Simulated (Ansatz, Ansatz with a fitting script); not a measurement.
An input for Ansatz 0.2.0 (BN (Qingsongite)):

```yaml
crystal:
  lattice:
    - [0.0, 1.8075, 1.8075]
    - [1.8075, 0.0, 1.8075]
    - [1.8075, 1.8075, 0.0]
  atoms:
    - { symbol: B, position: [0.0, 0.0, 0.0] }
    - { symbol: "N", position: [0.75, 0.75, 0.75] }
kpoints:
  mp_grid: { grid: [8, 8, 8] }
hamiltonian:
  xc: lda
  pseudopotentials: { kind: nc, xc_functional: pbe }
scf:
  occupations: { method: fixed }
  convergence: { dr2_threshold: 1.0e-09 }
output:
  rpa_energy:
    ecut_chi_ladder: [96, 112, 128, 144, 160]
    long_wavelength: optical_limit
    n_empty_bands: 54
basis:
  ecutwfc: 1240.0
  xc_grid: 3
```

```sh
ansatz run input.yaml --threads 8 --pin off --max-ram 18432MiB --backend cpu --events-out ev --progress --plain --runs-dir out
```

How long will it take on 8 threads of Arm Neoverse V2, shared host, and how much memory?

It took 18 s; on shared hardware allow 9.1 s to 36 s. Peak host memory was 0.38 GiB.

[Paths, hosts, dates, memory and timing lines, banners, echoed tables and standing remarks are left out of the program output.]

[Logs are printed without paths, hosts, clocks, repeated set-up lines and the standing remarks that a program may print on its own settings, such as how far it seeks lower states.]

[Runs of the session that timed out or met a known fault of the program may be left out.]

[Hosts, paths, dates, database ids (printed as entryN), source tags and the programs' standing remarks are cut or masked in the printed files.]
